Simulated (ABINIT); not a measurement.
# AgGeF3 (Pm-3m): zone-centre phonons, part 2 of 3

Which modes does AgGeF3 (Pm-3m) have at the zone centre?

ABINIT 10.8.3; DFT PBE, scalar-relativistic, plane waves, SPMS norm-conserving pseudopotentials.

So far. Step 4 (Relaxing the cell and atoms): The volume changes by -0.5 % in this run and stands -1.0 % from the first cell. The relaxed cell has a = 4.356 Å (conventional setting).

The structure was built from a prototype and need not be the compound's stable phase.

## (6) Zone-centre response

At q = 0 one unit cell holds all displacements. The response is solved for single atoms along the cell's directions, and symmetry skips those that follow from others. The crystal is treated as a metal, which screens a static field, so no field response is asked.

dfpt_gamma.abi reads:

```

# common to the responses
getwfk_filepath "gso_WFK"
kptopt 2
nqpt 1
qpt 0.0 0.0 0.0
asr 0
chneut 0

# displacements
rfphon 1
rfatpol 1 5
rfdir 1 1 1
tolvrs 1.0d-10
prtwf 0

# basis, mesh and filling
ecut 40.0
ngkpt 6 6 6
nshiftk 1
shiftk 0.0 0.0 0.0
istwfk *1
occopt 6
tsmear 0.01
nband 37
nstep 100
diemac 1000000.0
prtebands 0
prtgsr 0
useylm 1

# cell and atoms
acell 3*1.0 Angstrom
rprim 
    4.355503524 0.0 0.0
    0.0 4.355503524 0.0
    0.0 0.0 4.355503524
ntypat 3
znucl 47 32 9
natom 5
typat 1 2 3 3 3
xred 
    0.0 0.0 0.0
    0.5 0.5 0.5
    0.5 0.5 0.0
    0.5 0.0 0.5
    0.0 0.5 0.5
pp_dirpath "./pseudo"
pseudos "Ag.psp8, Ge.psp8, F.psp8"
```

The run is started by

```sh
$ OMP_NUM_THREADS=1 mpirun -n 4 abinit dfpt_gamma.abi > dfpt_gamma.log
```

Numbers of over 12 decimals in the logs are rounded to 6 here.

dfpt_gamma.abo, the main output file:

```text
[banners, grids, parts of the stress and lines that vanish by symmetry left out]
- input  file    -> dfpt_gamma.abi
- output file    -> dfpt_gamma.abo
- root for input  files -> dfpt_gammai
- root for output files -> dfpt_gammao

 Symmetries : space group Pm -3 m (#221); Bravais cP (primitive cubic)
================================================================================
 Values of the parameters that define the memory need of the present run (RF).
     intxc =       0      iscf =       7    lmnmax =      18     lnmax =       6
     mgfft =      48  mpssoang =       3    mqgrid =    3001     natom =       5
  nloc_mem =       1    nspden =       1   nspinor =       1    nsppol =       1
      nsym =      48    n1xccc =    2501    ntypat =       3    occopt =       6
   xclevel =       2
-    mband =          37        mffmem =           1         mkmem =          28
-   mkqmem =          28        mk1mem =          28           mpw =        6816
      nfft =      110592          nkpt =         112
- my_mband =          37
================================================================================
================================================================================

--------------------------------------------------------------------------------
------------- Echo of variables that govern the present computation ------------
--------------------------------------------------------------------------------
-
- outvars: echo of selected default values
-   iomode0 =  0 , fftalg0 =312 , wfoptalg0 =  0
-
- outvars: echo of global parameters not present in the input file
-  max_nthreads =    1
-
 -outvars: echo values of preprocessed input variables
 [... echo left out ...]
================================================================================

 chkinp: Checking input parameters for consistency.

[...]
== DATASET  1 ==================================================================
-   mpi_nproc: 4, omp_nthreads: 1 (-1 if OMP is not activated)

--- !DatasetInfo
iteration_state: {dtset: 1, }
dimensions: {natom: 5, nkpt: 112, mband: 37, nsppol: 1, nspinor: 1, nspden: 1, mpw: 6816, }
cutoff_energies: {ecut:  40.0, pawecutdg:  -1.0, }
electrons: {nelect:   5.40000000E+01, charge:   0.00000000E+00, occopt:   6.00000000E+00, tsmear:   1.00000000E-02, }
meta: {optdriver: 1, rfphon: 1, }
...

 mkfilename: getwfk from: gso_WFK

 Exchange-correlation functional for the present dataset will be:
  GGA: Perdew-Burke-Ernzerhof functional - ixc=11
 Citation for XC functional:
  J.P.Perdew, K.Burke, M.Ernzerhof, PRL 77, 3865 (1996)

 Real(R)+Recip(G) space primitive vectors, cartesian coordinates (Bohr,Bohr^-1):
 R(1)=  8.2307088  0.0000000  0.0000000  G(1)=  0.1214962  0.0000000  0.0000000
 R(2)=  0.0000000  8.2307088  0.0000000  G(2)=  0.0000000  0.1214962  0.0000000
 R(3)=  0.0000000  0.0000000  8.2307088  G(3)=  0.0000000  0.0000000  0.1214962
 Unit cell volume ucvol=  5.5758581E+02 bohr^3
 Angles (23,13,12)=  9.00000000E+01  9.00000000E+01  9.00000000E+01 degrees
 setup1 : take into account q-point for computing boxcut.

 getcut: wavevector=  0.0000  0.0000  0.0000  ngfft=  48  48  48
         ecut(hartree)=     40.000   => boxcut(ratio)=   2.04837

--- Pseudopotential description ------------------------------------------------
- pspini: atom type   1  psp file is ./pseudo/Ag.psp8

- pspini: atom type   2  psp file is ./pseudo/Ge.psp8

- pspini: atom type   3  psp file is ./pseudo/F.psp8

   3.64885084E+03                                ecore*ucvol(ha*bohr**3)
--------------------------------------------------------------------------------

 ==>  initialize data related to q vector <==

 The list of irreducible perturbations for this q vector is:
    1)    idir= 1    ipert=   1
    2)    idir= 1    ipert=   2
    3)    idir= 1    ipert=   3
    4)    idir= 3    ipert=   3

[...]
The perturbation idir=   2  ipert=   1 is
 symmetric of a previously calculated perturbation.
 So, its SCF calculation is not needed.

 The perturbation idir=   3  ipert=   1 is
 symmetric of a previously calculated perturbation.
 So, its SCF calculation is not needed.

 The perturbation idir=   2  ipert=   2 is
 symmetric of a previously calculated perturbation.
 So, its SCF calculation is not needed.

 The perturbation idir=   3  ipert=   2 is
 symmetric of a previously calculated perturbation.
 So, its SCF calculation is not needed.

[...]
The perturbation idir=   2  ipert=   5 is
 symmetric of a previously calculated perturbation.
 So, its SCF calculation is not needed.

 The perturbation idir=   3  ipert=   5 is
 symmetric of a previously calculated perturbation.
 So, its SCF calculation is not needed.

--------------------------------------------------------------------------------
 Perturbation wavevector (in red.coord.)   0.000000  0.000000  0.000000
 Perturbation : displacement of atom   1   along direction   1
 Found     8 symmetries that leave the perturbation invariant.

[...]
dfpt_looppert : total number of electrons, from k and k+q
  fully or partially occupied states are    5.400000E+01 and    5.400000E+01.
 Initialisation of the first-order wave-functions :
  ireadwf=   0

--- !BeginCycle
iteration_state: {dtset: 1, }
solver: {iscf: 7, nstep: 100, nline: 4, wfoptalg: 0, }
tolerances: {tolvrs: 1.00E-10, }
...

     iter   2DEtotal(Ha)        deltaE(Ha) residm    vres2
-ETOT  1   2.173685     -9.043E+03 1.399E+01 6.171E+02
 ETOT  2 -0.474373     -2.648E+00 2.083E-02 8.341E+01
 ETOT  3 -0.486168     -1.180E-02 1.987E-03 6.003E+00
 ETOT  4 -0.486796     -6.278E-04 1.291E-04 2.314E-01
 ETOT  5 -0.486817     -2.132E-05 3.595E-05 3.645E-02
[...]
At SCF step   14       vres2   =  1.04E-11 < tolvrs=  1.00E-10 =>converged.
[...]
Mean square residual over all n,k,spin=   11.704E-14; max=  16.020E-11

 Thirteen components of 2nd-order total energy (hartree) are
 1,2,3: 0th-order hamiltonian combined with 1st-order wavefunctions
     kin0=   8.46383514E+03 eigvalue=   4.70279996E+02  local=  -4.52377679E+03
 4,5,6: 1st-order hamiltonian combined with 1st and 0th-order wfs
 loc psp =  -1.42829140E+04  Hartree=   4.36634232E+03     xc=  -5.71724711E+02
 note that "loc psp" includes a xc core correction that could be resolved
 7,8,9: eventually, occupation + non-local contributions
    edocc=   1.81265255E+02     enl0=   6.59420647E+02   enl1=  -3.80836975E+03
 1-9 gives the relaxation energy (to be shifted if some occ is /=2.0)
   erelax=  -9.04564185E+03
 10,11,12 Non-relaxation  contributions : frozen-wavefunctions and Ewald
 fr.local=   6.85178507E+03 fr.nonlo=   1.90965514E+03  Ewald=   3.38433245E+02
 13,14 Frozen wf xc core corrections (1) and (2)
 frxc 1  =  -1.05118844E+03  frxc 2 =   9.96470002E+02
 Resulting in :
 2DEtotal=   -0.4868261956E+00 Ha. Also 2DEtotal=   -0.132472156420E+02 eV
    (2DErelax=   -9.0456418544E+03 Ha. 2DEnonrelax=    9.0451550282E+03 Ha)
    (  non-var. 2DEtotal :   -4.8682681896E-01 Ha)

[...]
Perturbation wavevector (in red.coord.)   0.000000  0.000000  0.000000
 Perturbation : displacement of atom   2   along direction   1
 Found     8 symmetries that leave the perturbation invariant.

[...]
dfpt_looppert : total number of electrons, from k and k+q
  fully or partially occupied states are    5.400000E+01 and    5.400000E+01.
 Initialisation of the first-order wave-functions :
  ireadwf=   0

--- !BeginCycle
iteration_state: {dtset: 1, }
solver: {iscf: 7, nstep: 100, nline: 4, wfoptalg: 0, }
tolerances: {tolvrs: 1.00E-10, }
...

     iter   2DEtotal(Ha)        deltaE(Ha) residm    vres2
-ETOT  1   5.728440     -2.692E+04 5.063E+01 2.963E+03
[...]
At SCF step   13       vres2   =  3.21E-11 < tolvrs=  1.00E-10 =>converged.
[...]
Mean square residual over all n,k,spin=   26.915E-13; max=  30.554E-10

 Thirteen components of 2nd-order total energy (hartree) are
 1,2,3: 0th-order hamiltonian combined with 1st-order wavefunctions
     kin0=   2.86402899E+04 eigvalue=   3.31638404E+03  local=  -1.55231261E+04
 4,5,6: 1st-order hamiltonian combined with 1st and 0th-order wfs
 loc psp =  -6.22669437E+03  Hartree=   2.35683316E+03     xc=  -5.79179195E+02
 note that "loc psp" includes a xc core correction that could be resolved
 7,8,9: eventually, occupation + non-local contributions
    edocc=   2.70374147E+01     enl0=   8.68696963E+03   enl1=  -4.76237234E+04
 1-9 gives the relaxation energy (to be shifted if some occ is /=2.0)
   erelax=  -2.69252089E+04
 10,11,12 Non-relaxation  contributions : frozen-wavefunctions and Ewald
 fr.local=   2.90151539E+03 fr.nonlo=   2.37834418E+04  Ewald=   2.84996417E+02
 13,14 Frozen wf xc core corrections (1) and (2)
 frxc 1  =  -5.67872348E+02  frxc 2 =   5.24073101E+02
 Resulting in :
 2DEtotal=    0.9454701244E+00 Ha. Also 2DEtotal=    0.257275527398E+02 eV
    (2DErelax=   -2.6925208897E+04 Ha. 2DEnonrelax=    2.6926154367E+04 Ha)
    (  non-var. 2DEtotal :    9.4546611972E-01 Ha)

[...]
Perturbation wavevector (in red.coord.)   0.000000  0.000000  0.000000
 Perturbation : displacement of atom   3   along direction   1
 Found     4 symmetries that leave the perturbation invariant.

[...]
dfpt_looppert : total number of electrons, from k and k+q
  fully or partially occupied states are    5.400000E+01 and    5.400000E+01.
 Initialisation of the first-order wave-functions :
  ireadwf=   0

--- !BeginCycle
iteration_state: {dtset: 1, }
solver: {iscf: 7, nstep: 100, nline: 4, wfoptalg: 0, }
tolerances: {tolvrs: 1.00E-10, }
...

     iter   2DEtotal(Ha)        deltaE(Ha) residm    vres2
-ETOT  1   1.206232     -5.727E+03 1.741E+01 1.949E+03
[...]
At SCF step   15       vres2   =  1.81E-11 < tolvrs=  1.00E-10 =>converged.
[...]
Mean square residual over all n,k,spin=   41.586E-15; max=  68.149E-12

 Thirteen components of 2nd-order total energy (hartree) are
 1,2,3: 0th-order hamiltonian combined with 1st-order wavefunctions
     kin0=   6.82727721E+03 eigvalue=   3.58700971E+01  local=  -3.67125994E+03
 4,5,6: 1st-order hamiltonian combined with 1st and 0th-order wfs
 loc psp =  -4.80911532E+03  Hartree=   1.23306846E+03     xc=  -2.90884735E+02
 note that "loc psp" includes a xc core correction that could be resolved
 7,8,9: eventually, occupation + non-local contributions
    edocc=   2.97569141E+01     enl0=   1.56439471E+03   enl1=  -6.64733012E+03
 1-9 gives the relaxation energy (to be shifted if some occ is /=2.0)
   erelax=  -5.72822272E+03
 10,11,12 Non-relaxation  contributions : frozen-wavefunctions and Ewald
 fr.local=   2.38967454E+03 fr.nonlo=   3.32696294E+03  Ewald=   3.25775945E+01
 13,14 Frozen wf xc core corrections (1) and (2)
 frxc 1  =  -1.19369018E+02  frxc 2 =   9.82300503E+01
 Resulting in :
 2DEtotal=   -0.1466014768E+00 Ha. Also 2DEtotal=   -0.398922940896E+01 eV
    (2DErelax=   -5.7282227172E+03 Ha. 2DEnonrelax=    5.7280761157E+03 Ha)
    (  non-var. 2DEtotal :   -1.4660096017E-01 Ha)

[...]
Perturbation wavevector (in red.coord.)   0.000000  0.000000  0.000000
 Perturbation : displacement of atom   3   along direction   3
 Found     8 symmetries that leave the perturbation invariant.

--------------------------------------------------------------------------------

--------------------------------------------------------------------------------

 dfpt_looppert : total number of electrons, from k and k+q
  fully or partially occupied states are    5.400000E+01 and    5.400000E+01.
 Initialisation of the first-order wave-functions :
  ireadwf=   0

--- !BeginCycle
iteration_state: {dtset: 1, }
solver: {iscf: 7, nstep: 100, nline: 4, wfoptalg: 0, }
tolerances: {tolvrs: 1.00E-10, }
...

     iter   2DEtotal(Ha)        deltaE(Ha) residm    vres2
-ETOT  1  1.97827863004818E-03 -5.635E+03 1.380E+01 9.383E+02
[...]
ETOT 13  -1.633569      1.000E-10 3.042E-09 7.190E-10
 ETOT 14  -1.633569     -1.291E-10 8.044E-10 5.098E-12

 At SCF step   14       vres2   =  5.10E-12 < tolvrs=  1.00E-10 =>converged.
[...]
Mean square residual over all n,k,spin=   64.667E-14; max=  80.443E-11

 Thirteen components of 2nd-order total energy (hartree) are
 1,2,3: 0th-order hamiltonian combined with 1st-order wavefunctions
     kin0=   6.70541414E+03 eigvalue=   4.32233566E+01  local=  -3.54900770E+03
 4,5,6: 1st-order hamiltonian combined with 1st and 0th-order wfs
 loc psp =  -4.87234408E+03  Hartree=   1.23002750E+03     xc=  -2.89613580E+02
 note that "loc psp" includes a xc core correction that could be resolved
 7,8,9: eventually, occupation + non-local contributions
    edocc=   5.33878855E+01     enl0=   1.44293420E+03   enl1=  -6.40038752E+03
 1-9 gives the relaxation energy (to be shifted if some occ is /=2.0)
   erelax=  -5.63636580E+03
 10,11,12 Non-relaxation  contributions : frozen-wavefunctions and Ewald
 fr.local=   2.08105574E+03 fr.nonlo=   3.13412502E+03  Ewald=   4.37150995E+02
 13,14 Frozen wf xc core corrections (1) and (2)
 frxc 1  =  -1.20107923E+02  frxc 2 =   1.02508396E+02
 Resulting in :
 2DEtotal=   -0.1633569307E+01 Ha. Also 2DEtotal=   -0.444516853746E+02 eV
    (2DErelax=   -5.6363657976E+03 Ha. 2DEnonrelax=    5.6347322283E+03 Ha)
    (  non-var. 2DEtotal :   -1.6335700657E+00 Ha)

[...]
---- first-order wavefunction calculations are completed ----

 ==> Compute Derivative Database <==

 [... matrices left out ...]
  Phonon wavevector (reduced coordinates) :  0.00000  0.00000  0.00000
 Phonon energies in Hartree :
  -9.086759E-04 -9.086759E-04 -9.086759E-04 -3.535025E-04 -3.535025E-04
  -3.535025E-04 -3.197698E-04 -3.197698E-04 -3.197698E-04 -1.895057E-05
  -1.895057E-05 -1.895057E-05  5.485503E-04  5.485503E-04  5.485503E-04
 Phonon frequencies in cm-1    :
- -1.994313E+02 -1.994313E+02 -1.994313E+02 -7.758484E+01 -7.758484E+01
- -7.758484E+01 -7.018135E+01 -7.018135E+01 -7.018135E+01 -4.159170E+00
- -4.159170E+00 -4.159170E+00  1.203929E+02  1.203929E+02  1.203929E+02

== END DATASET(S) ==============================================================
================================================================================

 -outvars: echo values of variables after computation
            acell      1.8897261259E+00  1.8897261259E+00  1.8897261259E+00 Bohr
           etotal     -1.6335693071E+00
            fcart      0.0000000000E+00  0.0000000000E+00  0.0000000000E+00
           strten      0.0000000000E+00  0.0000000000E+00  0.0000000000E+00
================================================================================
```

It took 10 min on 4 MPI ranks of Arm Neoverse V1, shared host; 40 min of CPU time.

Read from the output:

| Quantity | Value |
| --- | --- |
| largest acoustic frequency at the zone centre before the sum rule | -4.16 cm⁻¹ |
| highest optical zone-centre mode (no LO-TO term) | 120.4 cm⁻¹ |
| lowest optical zone-centre mode | -199.4 cm⁻¹ |

The acoustic modes at Γ come out as far as 4.2 cm⁻¹ from zero, where they should vanish, a small numerical error. The lowest optical mode is imaginary, 199i cm⁻¹, an instability at this level and on this k mesh.

(Part 2 of 3 ends here.)

[Host names and launcher messages were left out of these logs when they were recorded.]

[Logs are printed without paths, hosts, clocks, repeated set-up lines and the standing remarks that a program may print on its own settings, such as how far it seeks lower states.]

[Hosts, paths, dates, database ids (printed as entryN), source tags and the programs' standing remarks are cut or masked in the printed files.]
